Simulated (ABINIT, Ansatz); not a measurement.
## How the form of the self-energy moves the gap of CaC2 (Pnnm)

How much does the gap of CaC2 (Pnnm) depend on the approximation to the self-energy?

Program: ABINIT 10.8.3. Level of theory: PBEsol and many-body steps on it, plane waves. Results are calculated unless marked as measured.

Report form: the programs' logs are mostly left out.

### Step 1. The structure

The structure is orthorhombic, space group Pnnm (No. 58). Conventional cell: a = 4.407 Å, b = 5.904 Å, c = 3.897 Å, α = 90.00°, β = 90.00°, γ = 90.00°. Ca has 6 C at 2.62 Å nearest. Nearest to C lie 1 C at 1.26 Å and 3 Ca at 2.62 Å. Farther neighbours are not listed.

The cell and positions are those that the Materials Project relaxed with its own functionals (PBE, PBE+U or r2SCAN), kept fixed.

### Step 2. Empty states on the mesh, 4×2×4 mesh, 272 bands

This step: ABINIT 10.8.3; DFT, PBEsol, plane waves, norm-conserving pseudopotentials.

The sums over transitions need many empty states on a uniform mesh; this step solves for them.

Contents of run.abi:

```
acell 3*1.0 Angstrom
rprim 
  4.407233000000 0.000000000000 0.000000000000
  0.000000000000 5.904349000000 0.000000000000
  0.000000000000 0.000000000000 3.897343000000
ntypat 2
znucl 20 6
natom 6
typat 1 1 2 2 2 2
xred 
  -0.000000000000 -0.000000000000 0.000000000000
  0.500000000000 0.500000000000 0.500000000000
  0.886657000000 0.564468000000 0.000000000000
  0.613343000000 0.064468000000 0.500000000000
  0.386657000000 0.935532000000 0.500000000000
  0.113343000000 0.435532000000 0.000000000000
pp_dirpath "pseudos"
pseudos "Ca.upf, C.upf"
ecut 37
ngkpt 4 2 4
nshiftk 1
shiftk 0 0 0
kptopt 1
chksymbreak 0
iscf -2
irdden 1
istwfk *1
nband 272
nbdbuf 24
tolwfr 1e-09
nstep 60
prtvol 0
indata_prefix "in"
outdata_prefix "out"
tmpdata_prefix "tmp"
```

Run with:

```
> OMP_NUM_THREADS=1 mpirun -n 8 abinit run.abi > log
```

Elapsed: 8.6 min, on 8 MPI ranks of Intel Xeon Platinum 8375C at 2.90GHz (Ice Lake), shared host; peak memory 1.3 GiB; 69 min of CPU time.

Numbers from this step:

```yaml
gap: 2.775 eV
k_of_the_valence_top: 0.5, 0, 0
k_of_the_conduction_bottom: 0, 0, 0
least_direct_gap: 3.126 eV
k_points_computed: 18
lowest_point_of_the_top_converged_band_above_the_valence_top: 90.0678 eV
```

On this mesh the gap is 2.775 eV.

The density comes from a self-consistent run that is not shown.

### Step 3. Screening, 4×2×4 mesh, 111 bands, screening to 141.5 eV

The RPA dielectric matrix is built and inverted for each q.

This step: RPA screening on PBEsol, plane waves, norm-conserving pseudopotentials.

run.abi: that of step 2 with these lines changed.

```diff
@@ -24,10 +24,11 @@
 chksymbreak 0
-iscf -2
-irdden 1
 istwfk *1
-nband 272
-nbdbuf 24
-tolwfr 1e-09
-nstep 60
-prtvol 0
+occopt 1
+irdwfk 1
+optdriver 3
+nband 111
+ecuteps 5.2
+inclvkb 2
+awtr 1
+symchi 1
 indata_prefix "in"
```

Wall time 4.9 min (8 MPI ranks); peak memory 5.4 GiB; 39 min of CPU time.

This step gave:

```yaml
eps_infinity_with_local_fields_on_this_mesh_along_the_program_s_q_direction: 3.401
the_same_without_local_fields: 4.008
plasma_frequency: 22.12 eV
plane_waves_in_the_screening_matrix: 397
```

Local fields lower ε∞ by 15 %. On a Γ-centred mesh this coarse the value itself is usually too large, while a short band sum pulls it down.

### Step 4. G0W0, Godby-Needs plasmon pole

The self-energy is evaluated for the states that the input lists, and the levels follow from it, in one-shot runs by the linearised quasiparticle equation.

This step: G0W0 on PBEsol, plane waves, norm-conserving pseudopotentials.

run.abi: that of step 3 with these lines changed.

```diff
@@ -27,8 +27,17 @@
 irdwfk 1
-optdriver 3
+optdriver 4
 nband 111
+gwcalctyp 0
+ecutsigx 37
+symsigma 1
+nkptgw 2
+kptgw 
+  0.5000000000 0.0000000000 0.0000000000
+  0.0000000000 0.0000000000 0.0000000000
+bdgw 
+  17 20
+  17 20
 ecuteps 5.2
-inclvkb 2
-awtr 1
-symchi 1
+irdscr 1
+ppmodel 1
 indata_prefix "in"
```

Elapsed: 33 s, on 8 MPI ranks; peak memory 4.3 GiB; 4.4 min of CPU time.

Numbers from this step:

```yaml
g0w0_gap_on_the_points_computed: 4.836 eV
starting_gap_on_the_mesh: 2.775 eV
k_of_the_valence_top: 0.5, 0, 0
k_of_the_conduction_bottom: 0, 0, 0
z_at_the_valence_top: 0.778
z_at_the_conduction_bottom: 0.818
least_direct_g0w0_gap_on_the_computed_points: 5.275 eV
```

The gap on the mesh goes from 2.78 eV to 4.84 eV, a correction of +2.06 eV.

### Step 5. G0W0, Engel-Farid plasmon pole

run.abi: that of step 4 with these lines changed.

```diff
@@ -41,3 +41,3 @@
 irdscr 1
-ppmodel 1
+ppmodel 4
 indata_prefix "in"
```

The job ended after 40 s (8 MPI ranks; peak memory 3.7 GiB; 4.7 min of CPU time).

This step gave:

```yaml
g0w0_gap_on_the_points_computed: 4.919 eV
starting_gap_on_the_mesh: 2.775 eV
k_of_the_valence_top: 0.5, 0, 0
k_of_the_conduction_bottom: 0, 0, 0
z_at_the_valence_top: 0.797
z_at_the_conduction_bottom: 0.833
least_direct_g0w0_gap_on_the_computed_points: 5.388 eV
```

Against G0W0 in ABINIT (4×2×4 mesh, 111 bands, screening to 141.5 eV, Godby-Needs plasmon pole), the gap moves by +0.083 eV.

### Step 6. G0W0, von der Linden-Horsch plasmon pole

run.abi: that of step 5 with these lines changed.

```diff
@@ -41,3 +41,3 @@
 irdscr 1
-ppmodel 4
+ppmodel 3
 indata_prefix "in"
```

Wall time 55 s (8 MPI ranks); peak memory 3.6 GiB.

This step gave:

| Property | Result |
| --- | --- |
| G0W0 gap on the points computed | 4.977 eV |
| starting gap on the mesh | 2.775 eV |
| k of the valence top | 0.5, 0, 0 |
| k of the conduction bottom | 0, 0, 0 |
| least direct G0W0 gap on the computed points | 5.453 eV |

Against G0W0 in ABINIT (4×2×4 mesh, 111 bands, screening to 141.5 eV, Godby-Needs plasmon pole), the gap moves by +0.141 eV.

### Step 7. One-shot Hartree-Fock

This step: one-shot Hartree-Fock on PBEsol, plane waves, norm-conserving pseudopotentials.

run.abi: that of step 6 with these lines changed.

```diff
@@ -28,4 +28,4 @@
 optdriver 4
-nband 111
-gwcalctyp 0
+nband 22
+gwcalctyp 5
 ecutsigx 37
@@ -39,5 +39,4 @@
   17 20
-ecuteps 5.2
-irdscr 1
-ppmodel 3
+ixc_sigma 40
+fftgw 31
 indata_prefix "in"
```

Wall time 7.5 s (8 MPI ranks); peak memory 2 GiB; 52 s of CPU time.

This step gave:

| Quantity | Value |
| --- | --- |
| quasiparticle gap on the points computed | 10.70 eV |
| starting gap on the mesh | 2.775 eV |
| k of the valence top | 0, 0, 0 |
| k of the conduction bottom | 0, 0, 0 |
| least direct quasiparticle gap on the computed points | 10.70 eV |

Against G0W0 in ABINIT (4×2×4 mesh, 111 bands, screening to 141.5 eV, Godby-Needs plasmon pole), the gap moves by +5.867 eV.

### Step 8. Screening, 4×2×4 mesh, 111 bands, screening to 141.5 eV

This step: RPA screening on PBEsol, plane waves, norm-conserving pseudopotentials.

run.abi: that of step 7 with these lines changed.

```diff
@@ -27,16 +27,14 @@
 irdwfk 1
-optdriver 4
-nband 22
-gwcalctyp 5
-ecutsigx 37
-symsigma 1
-nkptgw 2
-kptgw 
-  0.5000000000 0.0000000000 0.0000000000
-  0.0000000000 0.0000000000 0.0000000000
-bdgw 
-  17 20
-  17 20
-ixc_sigma 40
-fftgw 31
+optdriver 3
+nband 111
+ecuteps 5.2
+inclvkb 2
+awtr 1
+symchi 1
+gwcalctyp 2
+nfreqre 16
+freqremax 40 eV
+nfreqim 8
+spmeth 1
+nomegasf 120
 indata_prefix "in"
```

Wall time 7.3 min (8 MPI ranks); peak memory 6.7 GiB.

Numbers from this step:

| Quantity | Value |
| --- | --- |
| ε∞ with local fields, on this mesh, along the program's q direction | 3.410 |
| the same without local fields | 4.020 |
| plasma frequency | 22.12 eV |
| plane waves in the screening matrix | 397 |

### Step 9. G0W0, contour deformation

This step: G0W0 on PBEsol, plane waves, norm-conserving pseudopotentials.

run.abi: that of step 8 with these lines changed.

```diff
@@ -27,14 +27,17 @@
 irdwfk 1
-optdriver 3
+optdriver 4
 nband 111
+gwcalctyp 2
+ecutsigx 37
+symsigma 1
+nkptgw 2
+kptgw 
+  0.5000000000 0.0000000000 0.0000000000
+  0.0000000000 0.0000000000 0.0000000000
+bdgw 
+  17 20
+  17 20
 ecuteps 5.2
-inclvkb 2
-awtr 1
-symchi 1
-gwcalctyp 2
-nfreqre 16
-freqremax 40 eV
-nfreqim 8
-spmeth 1
-nomegasf 120
+irdscr 1
+gwmem 01
 indata_prefix "in"
```

Wall time 44 s (8 MPI ranks); peak memory 3.3 GiB; 5.8 min of CPU time.

This step gave:

- G0W0 gap on the points computed: 4.798 eV
- starting gap on the mesh: 2.775 eV
- k of the valence top: 0.5, 0, 0
- k of the conduction bottom: 0, 0, 0
- least direct G0W0 gap on the computed points: 5.243 eV

Against G0W0 in ABINIT (4×2×4 mesh, 111 bands, screening to 141.5 eV, Godby-Needs plasmon pole), the gap moves by −0.038 eV.

### Step 10. The runs together

Times are wall times on 8 MPI ranks of Intel Xeon Platinum 8375C at 2.90GHz (Ice Lake), shared host, good to a factor of about two. A run's time includes the screening step that it read.

```csv
run,mesh,bands,screening cutoff (eV),DFT gap (eV),gap on the mesh (eV),direct (eV),ε∞ used,time
"G0W0, Godby-Needs plasmon pole",4×2×4,111,141.5,2.775,4.836,5.275,3.40,5.5 min
"G0W0, Engel-Farid plasmon pole",4×2×4,111,141.5,2.775,4.919,5.388,3.40,5.6 min
"G0W0, von der Linden-Horsch plasmon pole",4×2×4,111,141.5,2.775,4.977,5.453,3.40,5.8 min
one-shot Hartree-Fock,4×2×4,-,-,2.775,10.703,10.703,-,7.5 s
"G0W0, contour deformation",4×2×4,111,141.5,2.775,4.798,5.243,3.41,8 min
```

### Step 11. Results

| Property | Result |
| --- | --- |
| G0W0, Godby-Needs plasmon pole | 4.836 eV |
| G0W0, Engel-Farid plasmon pole | 4.919 eV |
| G0W0, von der Linden-Horsch plasmon pole | 4.977 eV |
| one-shot Hartree-Fock | 10.703 eV |
| G0W0, contour deformation | 4.798 eV |
| known limits | not at the basis limit; coarse k mesh |

**Reading.** G0W0, Engel-Farid plasmon pole: +0.083 eV against G0W0, Godby-Needs plasmon pole. G0W0, von der Linden-Horsch plasmon pole: +0.141 eV against G0W0, Godby-Needs plasmon pole. One-shot Hartree-Fock: +5.867 eV against G0W0, Godby-Needs plasmon pole. G0W0, contour deformation: −0.038 eV against G0W0, Godby-Needs plasmon pole. Bare exchange alone opens the gap to 10.70 eV; against G0W0, correlation takes back 5.87 eV. Bands and cutoff are finite, so the gap is not at the basis limit. The miss can reach some tenths of an eV and take either sign; the mesh is an error of its own. In the G0W0 runs levels were corrected at 2 k points alone, so a gap called «on the mesh» is the least over those, and an edge elsewhere would be missed. The 4×2×4 mesh is coarse for this cell, which bears on the long-range parts of exchange and screening.

[Paths, hosts, dates, memory and timing lines, banners, echoed tables and standing remarks are left out of the program output.]

[Logs are printed without paths, hosts, clocks, repeated set-up lines and the standing remarks that a program may print on its own settings, such as how far it seeks lower states.]

[Runs of the session that timed out or met a known fault of the program may be left out.]

[Hosts, paths, dates, database ids (printed as entryN), source tags and the programs' standing remarks are cut or masked in the printed files.]

[G0W0 gaps are taken among the corrected bands and points alone; a level outside them can change the order at an edge.]

[Where Ansatz stands beside ABINIT at settings called matched, ABINIT's density can come from a denser mesh and the files from another edition; pairs whose starting gaps differed by over 0.03 eV were left out, so agreement reads better than it is.]
